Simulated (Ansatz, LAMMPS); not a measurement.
# Relaxing ionic liquid MMIM+ FSI- with water, from a frame at 350 K (131 atoms), part 2 of 2

Wanted: the relaxed structure of ionic liquid MMIM+ FSI- with water, from a frame at 350 K (131 atoms) and its electronic structure.

Ansatz 0.2.0; Kohn-Sham DFT, PBE+D3(BJ), PAW (set soft_2), plane waves.

The cell: 25 C, 15 N, 49 H, 10 S, 22 O and 10 F. The network of contacts between molecules at the start is that of the classical potential that made the cell. The density was typed from a rule of thumb and may lie off the real one at this temperature. Sampling is at Γ alone, for a cell whose shortest periodic width is 12 Å.

So far, density (g/cm³): step 5 (distances and neighbours after relaxation) 1.48.

### Step 6. Single point at the relaxed geometry

The electronic structure is read at the final geometry, in a run of its own.

Input file input.yaml:

```yaml
crystal:
  lattice:
    - [11.68592, 0.0, 0.0]
    - [0.0, 11.68592, 0.0]
    - [0.0, 0.0, 11.68592]
  atoms:
    - { symbol: C, position: [0.60734, 0.81478, 0.93555] }
    - { symbol: "N", position: [0.60463, 0.83788, 0.05828] }
    - { symbol: C, position: [0.68025, 0.79534, 0.13862] }
    - { symbol: C, position: [0.64358, 0.83249, 0.24321] }
    - { symbol: "N", position: [0.54672, 0.89781, 0.22444] }
    - { symbol: C, position: [0.47494, 0.95029, 0.31214] }
    - { symbol: C, position: [0.52493, 0.90022, 0.11198] }
    - { symbol: H, position: [0.53425, 0.85683, 0.89545] }
    - { symbol: H, position: [0.60235, 0.72243, 0.92156] }
    - { symbol: H, position: [0.68576, 0.84911, 0.89781] }
    - { symbol: H, position: [0.75084, 0.7405, 0.11432] }
    - { symbol: H, position: [0.67473, 0.81635, 0.32886] }
    - { symbol: H, position: [0.43526, 0.88318, 0.36395] }
    - { symbol: H, position: [0.40987, 0.00214, 0.26979] }
    - { symbol: H, position: [0.5279, 0.00439, 0.36706] }
    - { symbol: H, position: [0.45505, 0.94549, 0.07173] }
    - { symbol: C, position: [0.9807, 0.17861, 0.92551] }
    - { symbol: "N", position: [0.97769, 0.05581, 0.94914] }
    - { symbol: C, position: [0.91917, 0.97464, 0.88628] }
    - { symbol: C, position: [0.93654, 0.87182, 0.93912] }
    - { symbol: "N", position: [0.00456, 0.89262, 0.03376] }
    - { symbol: C, position: [0.03855, 0.80706, 0.11825] }
    - { symbol: C, position: [0.0289, 0.00481, 0.03852] }
    - { symbol: H, position: [0.04924, 0.21703, 0.9763] }
    - { symbol: H, position: [0.89794, 0.21647, 0.9477] }
    - { symbol: H, position: [0.99688, 0.19204, 0.8344] }
    - { symbol: H, position: [0.87199, 0.99587, 0.80945] }
    - { symbol: H, position: [0.90986, 0.78593, 0.91663] }
    - { symbol: H, position: [0.05344, 0.72603, 0.07413] }
    - { symbol: H, position: [0.96963, 0.7958, 0.18103] }
    - { symbol: H, position: [0.11607, 0.83538, 0.16186] }
    - { symbol: H, position: [0.08011, 0.0492, 0.10246] }
    [... 93 atom lines left out ...]
    - { symbol: O, position: [0.15119, 0.20276, 0.17586] }
    - { symbol: H, position: [0.23158, 0.17994, 0.17327] }
    - { symbol: H, position: [0.15269, 0.283, 0.15197] }
    - { symbol: O, position: [0.66526, 0.48148, 0.26571] }
    - { symbol: H, position: [0.59296, 0.44427, 0.28263] }
    - { symbol: H, position: [0.65644, 0.5005, 0.18474] }
kpoints:
  mp_grid: { grid: [1, 1, 1] }
hamiltonian:
  xc: pbe
  dispersion: d3bj
scf:
  occupations: { method: fixed }
output:
  forces: true
  stress: true
  populations: true
  dos:
    method: { smearing: { sigma: 0.08 } }
    de: 0.1
    projected: { site_lists: { C: [C], F: [F], H: [H], "N": ["N"], O: [O] } }
  eigenvalues: true
  write_density: true
  write_potential: true
  volumetric_format: npy
  elf: true
```

Command:

```sh
ansatz run input.yaml --threads 4 --pin off --max-ram 8192MiB --backend cpu --events-out ev --progress --plain --runs-dir out
```

Elapsed: 13 s, on 4 threads of Intel Xeon Platinum 8559C (Emerald Rapids), shared host; peak memory 2.1 GiB.

The program notes that the exchange-correlation potential is rough where the density is thin.

The run gave:

- free energy: -42393.4804 eV
- free energy per atom: -323.6144 eV/atom
- SCF cycles: 10
- pressure: -0.02458 GPa
- r.m.s. force component: 0.00694 eV/Å
- longest force: 0.03572 eV/Å
- Fermi energy: -0.3255 eV
- gap (highest filled to lowest empty level): 4.509 eV
- spilling of the projection: 0.0177

Löwdin charges by element and coordination (they lack the spilled electrons, 0.066 e an atom on average):

```
element  coordination  atoms  mean charge (e)  spread    least    most
      C           all     25           -0.148   0.168   -0.348  0.0862
      C             3     15          -0.0177  0.0656  -0.0709  0.0862
      C             4     10           -0.345  0.0028   -0.348  -0.339
      F           all     10           -0.415  0.0116   -0.428  -0.394
      H           all     49            0.247   0.046    0.210   0.407
      N           all     15           -0.252   0.444   -0.904  0.0671
      N             2      5           -0.881  0.0122   -0.904  -0.871
      N             3     10            0.062  0.0038   0.0551  0.0671
      O           all     22           -0.720  0.0122   -0.745  -0.690
      O             1     20           -0.718  0.0109   -0.733  -0.690
      O             2      2           -0.740  0.0051   -0.745  -0.735
      S           all     10             2.40  0.0058     2.39    2.40
```

Density of states as counts of states in windows of 1 eV (from the Fermi level), total and the larger projections:

```
from (eV)  to (eV)  total   O p   C p   F p  N p  H s
      -10       -9   17.2   0.5   4.0   2.1  4.0  1.6
       -9       -8   19.7   1.1   3.2   5.0  1.6  1.5
       -8       -7   13.1   0.4   4.2   1.4  1.6  2.5
       -7       -6   35.6  10.9   4.9   3.3  5.4  1.6
       -6       -5   53.4   8.7  15.9   4.9  8.4  8.0
       -5       -4   47.8   6.9   9.9  20.6  3.3  4.0
       -4       -3   53.2  12.2  16.6   9.0  3.6  8.3
       -3       -2   35.2  23.3   1.3   3.5  3.5  0.6
       -2       -1   44.7  27.9   2.7   2.9  8.1  1.5
       -1        0   31.7  12.7   9.4   0.7  7.7  0.2
        0        1    0.4   0.3   0.1   0.0  0.0  0.0
        1        4    0.0   0.0   0.0   0.0  0.0  0.0
        4        5    9.9   0.0   5.2   0.0  3.4  0.5
```

The curve was stored every 0.10 eV, coarse against its broadening of 0.08 eV, so these counts are rough.

With fixed occupations the program's Fermi level is the highest filled level; weight inside the gap is the broadening of levels at its edges.

Between -26 and -10 eV lie 134 more states.

Not all projections were asked for or kept, so they needn't add up to the total.

The levels nearest the highest filled one (over half full), pooled over k-points and spins:

```
level less the highest filled one (eV)  occupation
                                -0.270           2
                                -0.268           2
                                -0.247           2
                                -0.184           2
                                -0.145           2
                                     0           2
                                  4.51           0
                                  4.69           0
                                  4.71           0
                                  4.81           0
                                  4.96           0
                                  5.21           0
```

Valence density in the ab plane at fractional z = 0.024, with atoms of N and C and S and O and F within 0.2 Å of it. It is the smooth field of the valence electrons, not physical close to the nuclei.

Ten steps, logarithmic in the rise over the least value, from '0' (0.00 × 1e0 e/Å³) to '9' (7.64 × 1e0 e/Å³), each cell a mean:
```
665310000000001221110000000001235
775310000000012332222110000001357
875210000000001223455421000012467
664200001222100113577642000012346
332100012465420012466531100001123
232100013677520001234321100000011
122100013465420000011100001111001
111100012333210000000000012454310
000110012344210000001121125798520
001222224676420000013565446898631
012344446788631000036897655665410
001345556776420000136897655532100
001245445543210000013565445653100
001245555421000000001121258996200
000123444210000000000000148995200
000011222100000012332100024553100
000000000000000235775310001110000
111000000000001247886420000000111
232100000000011235776432100001112
222100000000111123555554421001122
211000000000111112345678752100112
332100000000000011234689963100133
654310000000000011112467742001245
666420000000000111101123320001245
```
Columns run along a (11.7 Å), rows up along b (11.7 Å). Atoms in or near the plane, at fractional coordinates: N at (0.00, 0.89), C at (0.03, 0.00), N at (0.31, 0.55), S at (0.21, 0.47), O at (0.66, 0.53), O at (0.86, 0.61), F at (0.83, 0.41), N at (0.57, 0.26), O at (0.71, 0.10).

Electrostatic potential energy in the ab plane at fractional z = 0.024, with atoms of N and C and S and O and F within 0.2 Å of it. With pseudopotentials it is smooth inside the atoms' cores, unlike the true potential.

Ten even steps from '0' (-42 eV) to '9' (7 eV), each cell a mean:
```
114899999999998899999999999999986
037999999999998888899999999999873
016999999999999988866799999999850
358999999999999998610489999999874
889999999867999999743689999999998
989999999634899999988899999999999
988999999867999999999999999999999
999999999888999999999999999878999
999999999888899999999999998312799
999999988424899999999778765101699
999987665000699999996102422457999
999973002224899999996102422589999
999861110589999999999767765579999
999974112799999999999999972017999
999998777899999999999999983017999
999999999999999999999999998789999
999999999999999997337999999999999
999999999999999983003899999999999
988999999999999986225789999999999
999999999999999998742368999999999
999999999999999998742321379999999
889999999999999999876610059999998
446899999999999999999864589999987
002799999999999999999999999999985
```
Columns run along a (11.7 Å; values clipped at the 3rd and 97th percentile), rows up along b (11.7 Å). Atoms in or near the plane, at fractional coordinates: N at (0.00, 0.89), C at (0.03, 0.00), N at (0.31, 0.55), S at (0.21, 0.47), O at (0.66, 0.53), O at (0.86, 0.61), F at (0.83, 0.41), N at (0.57, 0.26), O at (0.71, 0.10).

Mean Löwdin charges: C -0.15, F -0.41, H +0.25, N -0.25, O -0.72, S +2.40 e (they miss 1.8 % of the electrons, so they add up to more than the cell's charge). The largest share in the top eV of filled states is O p (41 % of the projected weight), and in the lowest eV of empty states C p (60 % of the projected weight).

Local excerpt of 10 atoms (numbers count through the whole input) about S118, one of the 10 S atoms; x, y, z are measured from there.

```
atom      x      y      z  distance (Å)  bonds  Löwdin charge (e)
S118   0.00   0.00   0.00          0.00      4               2.39
O119  -0.96  -0.83  -0.69          1.44      1              -0.72
O120   1.09  -0.65   0.70          1.45      1              -0.73
N117  -0.62   1.26   0.77          1.60      2              -0.87
F121   0.71   0.85  -1.16          1.60      1              -0.40
S122  -1.58   1.04   2.00          2.75      4               2.39
O123  -2.57  -0.01   1.87          3.18      1              -0.73
F125  -0.58   0.47   3.16          3.25      1              -0.43
 H16  -1.92  -2.45   1.20          3.33      1               0.26
 H25   3.26   0.72  -0.25          3.35      1               0.22
```

The column of bonds counts only the pairs H-C within 1.34 Å, H-O within 1.21 Å, C-C within 1.77 Å, C-N within 1.79 Å, O-S within 1.88 Å, N-S within 1.98 Å, F-S within 1.98 Å; other neighbours, such as metal atoms beside each other in a compound, aren't counted, and periodic images can show an atom twice.

### Step 7. A repeat

The input is that of the reference in all keys that bear on the result, so the run is a repeat.

input.yaml, the sections that differ from step 6:

```yaml
crystal:
  lattice:
    - [11.68592, 0.0, 0.0]
    - [0.0, 11.68592, 0.0]
    - [0.0, 0.0, 11.68592]
  atoms:
    [... the 131 atom lines of step 3 ...]
output:
  forces: true
  stress: true
  populations: true
  dos:
    method: { smearing: { sigma: 0.1 } }
    de: 0.1
    projected: { site_lists: { C: [C], F: [F], H: [H], "N": ["N"], O: [O] } }
  eigenvalues: true
# kpoints, hamiltonian, scf: as in step 6
```

Run time: 12 s. Hardware: 4 threads; peak memory 2.1 GiB.

Geometry and reference: those of the single point at the start.

Forces differ from those of the single point at the start by 0 meV/Å r.m.s., 0 % of their size. It took 0.93 times the reference's time (shared host, so rough).

### Step 8. What came out

```yaml
energy_change_in_the_relaxation: -68.6 meV/atom
r_m_s_displacement: 1.053 Å
largest_displacement: 2.389 Å
free_energy_per_atom: -323.6144 eV/atom
pressure: -0.02458 GPa
r_m_s_force_component: 0.00694 eV/Å
spacing_of_highest_filled_and_lowest_empty_level: 4.509 eV
wall_time_of_the_4_dft_runs: 8.9 min
```

**Reading.** Relaxation lowers the energy by 68.6 meV/atom and moves atoms by 1.1 Å r.m.s.; the r.m.s. force component goes from 1.1 to 0.0069 eV/Å, the pressure goes from 1.7 to -0.025 GPa, and the gap from 3.11 to 4.51 eV. By the final cutoffs no bond was broken or made. From the first step to the last the energy fell by 8.987 eV, and the largest move was 2.39 Å (N108). The F-S bonds go from 1.595 Å (spread 0.035) to 1.623 Å (spread 0.012). With the cutoffs above, 60 % of C atoms have 3, all F atoms have 1, all H atoms have 1 and 67 % of N atoms have 3 bonded neighbours. The highest filled and lowest empty levels differ by 4.51 eV (at Γ alone); a semilocal functional tends to put such gaps too low. In a disordered cell it changes from sample to sample and from frame to frame.

Caveats: The network of contacts between molecules at the start is that of the classical potential that made the cell; in DFT atoms moved by 1.1 Å r.m.s.

[Logs are printed without paths, hosts, clocks, repeated set-up lines and the standing remarks that a program may print on its own settings, such as how far it seeks lower states.]

[Hosts, paths, dates, database ids (printed as entryN), source tags and the programs' standing remarks are cut or masked in the printed files.]
